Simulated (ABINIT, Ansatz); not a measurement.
**Rb2LiAlF6 (Fm-3m): bands and cutoff in G0W0 with ABINIT**

Wanted: a converged G0W0 gap of Rb2LiAlF6 (Fm-3m), or an estimate of the limit.

Main program and level: ABINIT 10.8.3; PBEsol and many-body steps on it, plane waves.

### 1. Set-up

Symmetry: Fm-3m, No. 225, cubic system. Conventional cell: a = 8.228 Å, b = 8.228 Å, c = 8.228 Å, α = 90.00°, β = 90.00°, γ = 90.00°. Nearest to Rb lie 12 F at 2.92 Å. Li has 6 F at 2.26 Å nearest. Al has 6 F at 1.86 Å nearest. Nearest to F lie 1 Al at 1.86 Å and 1 Li at 2.26 Å and 4 Rb at 2.92 Å. Farther neighbours and most contacts between anions are not listed.

The cell and positions are those that the Materials Project relaxed with its own functionals (PBE, PBE+U or r2SCAN), kept fixed.

### 2. Empty states on the mesh, 2×2×2 mesh, 283 bands

This step: ABINIT 10.8.3; DFT, PBEsol, plane waves, norm-conserving pseudopotentials.

The sums over transitions need many empty states on a uniform mesh; this step solves for them.

The input, run.abi:

```
acell 3*1.0 Angstrom
rprim 
  0.000000000000 4.113943000000 4.113943000000
  4.113943000000 0.000000000000 4.113943000000
  4.113943000000 4.113943000000 -0.000000000000
ntypat 4
znucl 37 3 13 9
natom 10
typat 1 1 2 3 4 4 4 4 4 4
xred 
  0.750000000000 0.750000000000 0.750000000000
  0.250000000000 0.250000000000 0.250000000000
  0.500000000000 0.500000000000 0.500000000000
  0.000000000000 0.000000000000 0.000000000000
  0.774175000000 0.225825000000 0.225825000000
  0.225825000000 0.225825000000 0.774175000000
  0.225825000000 0.774175000000 0.774175000000
  0.225825000000 0.774175000000 0.225825000000
  0.774175000000 0.225825000000 0.774175000000
  0.774175000000 0.774175000000 0.225825000000
pp_dirpath "pseudos"
pseudos "Rb.upf, Li.upf, Al.upf, F.upf"
ecut 36
ngkpt 2 2 2
nshiftk 1
shiftk 0 0 0
kptopt 1
chksymbreak 0
iscf -2
irdden 1
istwfk *1
nband 283
nbdbuf 24
tolwfr 1e-09
nstep 60
prtvol 0
indata_prefix "in"
outdata_prefix "out"
tmpdata_prefix "tmp"
```

On the command line:

```bash
OMP_NUM_THREADS=1 mpirun -n 4 abinit run.abi > log
```

Numbers of over 12 decimals in the logs are rounded to 6 here.

The program printed:

```text
.Version 10.8.3 of ABINIT. v10.8.2 released Aug 2026.

 Symmetries : space group Fm -3 m (#225); Bravais cF (face-center cubic)
[... echo of the input left out ...]
== DATASET  1 ==================================================================
-   mpi_nproc: 4, omp_nthreads: 1 (-1 if OMP is not activated)
-    --> not optimal distribution: autoparal keyword recommended in input file <--

--- !DatasetInfo
iteration_state: {dtset: 1, }
dimensions: {natom: 10, nkpt: 3, mband: 283, nsppol: 1, nspinor: 1, nspden: 1, mpw: 9756, }
cutoff_energies: {ecut:  36.0, pawecutdg:  -1.0, }
[...]
2.82779    2.82779    2.82779    2.83981    2.90779    2.90779    2.90780    2.93367
   2.93367    2.93369    2.96251    2.96266    2.99327    2.99793    2.99910    3.00223
   3.03684    3.04035    3.04255
 prteigrs : prtvol=0 or 1, do not print more k-points.

== END DATASET(S) ==============================================================
================================================================================

 -outvars: echo values of variables after computation  --------
            nband         283
             nkpt           3
          spgroup         225
 [... the other variables as echoed above ...]

 Calculation completed.
```

The job ended after 3.2 min (4 MPI ranks of Arm Neoverse V1, shared host; peak memory 0.49 GiB).

Numbers from this step:

* gap: 7.106 eV
* k of the valence top: 0, 0, 0
* k of the conduction bottom: 0, 0, 0
* least direct gap: 7.106 eV
* k points computed: 3
* lowest point of the top converged band, above the valence top: 76.0221 eV

On this mesh the gap is 7.106 eV.

The density comes from a self-consistent run that is not shown.

### 3. Screening, 2×2×2 mesh, 61 bands, screening to 62.6 eV

The RPA dielectric matrix is built and inverted for each q.

This step: RPA screening on PBEsol, plane waves, norm-conserving pseudopotentials.

run.abi: that of step 2 with these lines changed.

```diff
@@ -28,10 +28,11 @@
 chksymbreak 0
-iscf -2
-irdden 1
 istwfk *1
-nband 283
-nbdbuf 24
-tolwfr 1e-09
-nstep 60
-prtvol 0
+occopt 1
+irdwfk 1
+optdriver 3
+nband 61
+ecuteps 2.3
+inclvkb 2
+awtr 1
+symchi 1
 indata_prefix "in"
```

The program printed:

```text
.Version 10.8.3 of ABINIT. v10.8.2 released Aug 2026.

 Symmetries : space group Fm -3 m (#225); Bravais cF (face-center cubic)
[... echo of the input left out ...]
== DATASET  1 ==================================================================
-   mpi_nproc: 4, omp_nthreads: 1 (-1 if OMP is not activated)

--- !DatasetInfo
iteration_state: {dtset: 1, }
dimensions: {natom: 10, nkpt: 3, mband: 61, nsppol: 1, nspinor: 1, nspden: 1, mpw: 9756, }
cutoff_energies: {ecut:  36.0, pawecutdg:  -1.0, }
electrons: {nelect:   6.60000000E+01, charge:   0.00000000E+00, occopt:   1.00000000E+00, tsmear:   1.00000000E-02, }

 SCREENING: Calculation of the susceptibility and dielectric matrices

 Based on a program developped by R.W. Godby, V. Olevano, G. Onida, and L. Reining.
 Incorporated in ABINIT by V. Olevano, G.-M. Rignanese, and M. Torrent.
.Using double precision arithmetic ; gwpc =  8

[... cell and pseudopotentials left out ...]
--------------------------------------------------------------------------------

 ==== K-mesh for the wavefunctions ====
 Number of points in the irreducible wedge :     3
[... list of points left out ...]
 Together with 48 symmetry operations and time-reversal symmetry
 yields     8 points in the full Brillouin Zone.

 ==== Q-mesh for the screening function ====
 Number of points in the irreducible wedge :     3
[... list of points left out ...]
 Together with 48 symmetry operations and time-reversal symmetry
 yields     8 points in the full Brillouin Zone.

 setmesh: FFT mesh size selected  =    40x   40x   40
          total number of points  =        64000

 vcoul_init : cutoff-mode = AUXILIARY_FUNCTION
 q-points for optical limit:   1
     1)      0.000010    0.000020    0.000030

- screening: taking advantage of time-reversal symmetry
- Maximum band index for partially occupied states nbvw = 33
- Remaining bands to be divided among processors   nbcw = 28
- Number of bands treated by each node ~7

 Number of electrons calculated from density =   66.0000; Expected =   66.0000
 average of density, n =  0.070233
 r_s =    1.5036
 omega_plasma =   25.5639 [eV]

 calculating chi0 at frequencies [eV] :
  1    0.000000E+00    0.000000E+00
  2    0.000000E+00    2.556389E+01

--------------------------------------------------------------------------------
  q-point number  1        q = ( 0.000000, 0.000000, 0.000000) [r.l.u.]
--------------------------------------------------------------------------------
[... chi0 elements left out ...]
 For q-point:  0.000010 0.000020 0.000030
  dielectric constant =   1.9683
  dielectric constant without local fields =   2.1003

  Average fulfillment of the sum rule on Im[epsilon] for q-point    1 :     19.39  [%]
[... wings left out ...]
  q-point number  2        q = ( 0.500000, 0.000000, 0.000000) [r.l.u.]
--------------------------------------------------------------------------------
[... chi0 elements left out ...]
  Average fulfillment of the sum rule on Im[epsilon] for q-point    2 :     25.89  [%]

 [... 1 further q-points ...]
```

The job ended after 14 s (4 MPI ranks; peak memory 1.4 GiB).

This step gave:

| Property | Result |
| --- | --- |
| ε∞ with local fields, on this mesh, along the program's q direction | 1.968 |
| the same without local fields | 2.100 |
| plasma frequency | 25.56 eV |
| plane waves in the screening matrix | 169 |

Local fields lower ε∞ by 6 %. On a Γ-centred mesh this coarse the value itself is usually too large, while a short band sum pulls it down.

### 4. 61 bands, 62.6 eV

The self-energy is evaluated for the states that the input lists, and the levels follow from it, in one-shot runs by the linearised quasiparticle equation.

This step: G0W0 on PBEsol, plane waves, norm-conserving pseudopotentials.

run.abi: that of step 3 with these lines changed.

```diff
@@ -31,8 +31,15 @@
 irdwfk 1
-optdriver 3
+optdriver 4
 nband 61
+gwcalctyp 0
+ecutsigx 36
+symsigma 1
+nkptgw 1
+kptgw 
+  0.0000000000 0.0000000000 0.0000000000
+bdgw 
+  31 37
 ecuteps 2.3
-inclvkb 2
-awtr 1
-symchi 1
+irdscr 1
+ppmodel 1
 indata_prefix "in"
```

The program printed:

```text
.Version 10.8.3 of ABINIT. v10.8.2 released Aug 2026.

 Symmetries : space group Fm -3 m (#225); Bravais cF (face-center cubic)
[... echo of the input left out ...]
== DATASET  1 ==================================================================
-   mpi_nproc: 4, omp_nthreads: 1 (-1 if OMP is not activated)

--- !DatasetInfo
iteration_state: {dtset: 1, }
dimensions: {natom: 10, nkpt: 3, mband: 61, nsppol: 1, nspinor: 1, nspden: 1, mpw: 9756, }
cutoff_energies: {ecut:  36.0, pawecutdg:  -1.0, }
electrons: {nelect:   6.60000000E+01, charge:   0.00000000E+00, occopt:   1.00000000E+00, tsmear:   1.00000000E-02, }

 SIGMA: Calculation of the GW corrections

 Based on a program developped by R.W. Godby, V. Olevano, G. Onida, and L. Reining.
 Incorporated in ABINIT by V. Olevano, G.-M. Rignanese, and M. Torrent.
.Using double precision arithmetic ; gwpc =  8

[... cell and pseudopotentials left out ...]
--------------------------------------------------------------------------------

 ==== K-mesh for the wavefunctions ====
 Number of points in the irreducible wedge :     3
[... list of points left out ...]
 Together with 48 symmetry operations and time-reversal symmetry
 yields     8 points in the full Brillouin Zone.

 ==== Q-mesh for screening function ====
 Number of points in the irreducible wedge :     3
[... list of points left out ...]
 Together with 48 symmetry operations and time-reversal symmetry
 yields     8 points in the full Brillouin Zone.

 vcoul_init : cutoff-mode = AUXILIARY_FUNCTION
 q-points for optical limit:   1
     1)      0.000010    0.000020    0.000030
 setmesh: FFT mesh size selected  =    60x   60x   60
          total number of points  =       216000

 Number of electrons calculated from density =   66.0000; Expected =   66.0000
 average of density, n =  0.070233
 r_s =    1.5036
 omega_plasma =   25.5639 [eV]

 === KS Band Gaps ===
  >>>> For spin  1
   Minimum direct gap =   7.1057 [eV], located at k-point      :   0.0000  0.0000  0.0000
   Fundamental gap    =   7.1057 [eV], Top of valence bands at :   0.0000  0.0000  0.0000
                                       Bottom of conduction at :   0.0000  0.0000  0.0000
 SIGMA fundamental parameters:
 PLASMON POLE MODEL  1
 number of plane-waves for SigmaX                 9721
 number of plane-waves for SigmaC and W            169
 number of plane-waves for wavefunctions          9721
 number of bands                                    61
 number of independent spin polarizations            1
 number of spinorial components                      1
 number of k-points in IBZ                           3
 number of q-points in IBZ                           3
 number of symmetry operations                      48
 number of k-points in BZ                            8
 number of q-points in BZ                            8
 number of frequencies for dSigma/dE                 9
 frequency step for dSigma/dE [eV]                0.25
 number of omega for Sigma on real axis              0
 max omega for Sigma on real axis  [eV]           0.00
 zcut for avoiding poles [eV]                     0.10

 EPSILON^-1 parameters (SCR file):
 dimension of the eps^-1 matrix on file            169
 dimension of the eps^-1 matrix used               169
 number of plane-waves for wavefunctions          9721
 number of bands                                    61
 number of q-points in IBZ                           3
 number of frequencies                               2
 number of real frequencies                          1
 number of imag frequencies                          1

 matrix elements of self-energy operator (all in [eV])

 Perturbative Calculation

--- !SelfEnergy_ee
iteration_state: {dtset: 1, }
kpoint     : [   0.000,    0.000,    0.000, ]
spin       : 1
KS_gap     :    7.106
QP_gap     :   11.852
Delta_QP_KS:    4.746
data: !SigmaeeData |
     Band     E0 <VxcDFT>   SigX SigC(E0)      Z dSigC/dE  Sig(E)    E-E0       E
       31  -0.981 -22.664 -30.111   4.632   0.821  -0.218 -24.975  -2.310  -3.291
       32  -0.981 -22.664 -30.111   4.632   0.821  -0.218 -24.975  -2.310  -3.291
       33  -0.981 -22.664 -30.111   4.632   0.821  -0.218 -24.975  -2.310  -3.291
       34   6.125 -10.242  -5.547  -2.005   0.905  -0.104  -7.807   2.436   8.560
       35   8.752  -9.683  -4.677  -1.785   0.910  -0.099  -6.753   2.930  11.682
       36   8.752  -9.683  -4.677  -1.785   0.910  -0.099  -6.753   2.930  11.682
       37   8.752  -9.683  -4.677  -1.785   0.910  -0.099  -6.753   2.930  11.682

== END DATASET(S) ==============================================================
================================================================================

 -outvars: echo values of variables after computation  --------
           etotal      0.0000000000E+00
            nband          61
             nkpt           3
          spgroup         225
 [... the other variables as echoed above ...]

 Calculation completed.
```

Run time: 5.8 s. Hardware: 4 MPI ranks; peak memory 0.32 GiB.

Numbers from this step:

```yaml
g0w0_gap_on_the_points_computed: 11.85 eV
starting_gap_on_the_mesh: 7.106 eV
k_of_the_valence_top: 0, 0, 0
k_of_the_conduction_bottom: 0, 0, 0
z_at_the_valence_top: 0.821
z_at_the_conduction_bottom: 0.905
least_direct_g0w0_gap_on_the_computed_points: 11.85 eV
```

The gap on the mesh goes from 7.11 eV to 11.85 eV, a correction of +4.75 eV.

### 5. Screening, 2×2×2 mesh, 125 bands, screening to 114.3 eV

This step: RPA screening on PBEsol, plane waves, norm-conserving pseudopotentials.

run.abi: that of step 4 with these lines changed.

```diff
@@ -31,15 +31,8 @@
 irdwfk 1
-optdriver 4
-nband 61
-gwcalctyp 0
-ecutsigx 36
-symsigma 1
-nkptgw 1
-kptgw 
-  0.0000000000 0.0000000000 0.0000000000
-bdgw 
-  31 37
-ecuteps 2.3
-irdscr 1
-ppmodel 1
+optdriver 3
+nband 125
+ecuteps 4.2
+inclvkb 2
+awtr 1
+symchi 1
 indata_prefix "in"
```

The program printed:

```text
.Version 10.8.3 of ABINIT. v10.8.2 released Aug 2026.

 Symmetries : space group Fm -3 m (#225); Bravais cF (face-center cubic)
[... echo of the input left out ...]
== DATASET  1 ==================================================================
-   mpi_nproc: 4, omp_nthreads: 1 (-1 if OMP is not activated)

--- !DatasetInfo
iteration_state: {dtset: 1, }
dimensions: {natom: 10, nkpt: 3, mband: 125, nsppol: 1, nspinor: 1, nspden: 1, mpw: 9756, }
cutoff_energies: {ecut:  36.0, pawecutdg:  -1.0, }
electrons: {nelect:   6.60000000E+01, charge:   0.00000000E+00, occopt:   1.00000000E+00, tsmear:   1.00000000E-02, }

 SCREENING: Calculation of the susceptibility and dielectric matrices

 Based on a program developped by R.W. Godby, V. Olevano, G. Onida, and L. Reining.
 Incorporated in ABINIT by V. Olevano, G.-M. Rignanese, and M. Torrent.
.Using double precision arithmetic ; gwpc =  8

[... cell and pseudopotentials left out ...]
--------------------------------------------------------------------------------

 ==== K-mesh for the wavefunctions ====
 Number of points in the irreducible wedge :     3
[... list of points left out ...]
 Together with 48 symmetry operations and time-reversal symmetry
 yields     8 points in the full Brillouin Zone.

 ==== Q-mesh for the screening function ====
 Number of points in the irreducible wedge :     3
[... list of points left out ...]
 Together with 48 symmetry operations and time-reversal symmetry
 yields     8 points in the full Brillouin Zone.

 setmesh: FFT mesh size selected  =    40x   40x   40
          total number of points  =        64000

 vcoul_init : cutoff-mode = AUXILIARY_FUNCTION
 q-points for optical limit:   1
     1)      0.000010    0.000020    0.000030

- screening: taking advantage of time-reversal symmetry
- Maximum band index for partially occupied states nbvw = 33
- Remaining bands to be divided among processors   nbcw = 92
- Number of bands treated by each node ~23

 Number of electrons calculated from density =   66.0000; Expected =   66.0000
 average of density, n =  0.070233
 r_s =    1.5036
 omega_plasma =   25.5639 [eV]

 calculating chi0 at frequencies [eV] :
  1    0.000000E+00    0.000000E+00
  2    0.000000E+00    2.556389E+01

--------------------------------------------------------------------------------
  q-point number  1        q = ( 0.000000, 0.000000, 0.000000) [r.l.u.]
--------------------------------------------------------------------------------
[... chi0 elements left out ...]
 For q-point:  0.000010 0.000020 0.000030
  dielectric constant =   2.0799
  dielectric constant without local fields =   2.2595

  Average fulfillment of the sum rule on Im[epsilon] for q-point    1 :     42.13  [%]
[... wings left out ...]
  q-point number  2        q = ( 0.500000, 0.000000, 0.000000) [r.l.u.]
--------------------------------------------------------------------------------
[... chi0 elements left out ...]
  Average fulfillment of the sum rule on Im[epsilon] for q-point    2 :     48.11  [%]

 [... 1 further q-points ...]
```

The job ended after 38 s (4 MPI ranks; peak memory 1.6 GiB; 2.5 min of CPU time).

Numbers from this step:

```
ε∞ with local fields, on this mesh, along the program's q direction : 2.080
the same without local fields                                       : 2.260
plasma frequency                                                    : 25.56 eV
plane waves in the screening matrix                                 : 387
```

(Continued in part 2 of 2.)

[Paths, hosts, dates, memory and timing lines, banners, echoed tables and standing remarks are left out of the program output.]

[Logs are printed without paths, hosts, clocks, repeated set-up lines and the standing remarks that a program may print on its own settings, such as how far it seeks lower states.]

[Runs of the session that timed out or met a known fault of the program may be left out.]

[Hosts, paths, dates, database ids (printed as entryN), source tags and the programs' standing remarks are cut or masked in the printed files.]

[G0W0 gaps are taken among the corrected bands and points alone; a level outside them can change the order at an edge.]

[Where Ansatz stands beside ABINIT at settings called matched, ABINIT's density can come from a denser mesh and the files from another edition; pairs whose starting gaps differed by over 0.03 eV were left out, so agreement reads better than it is.]
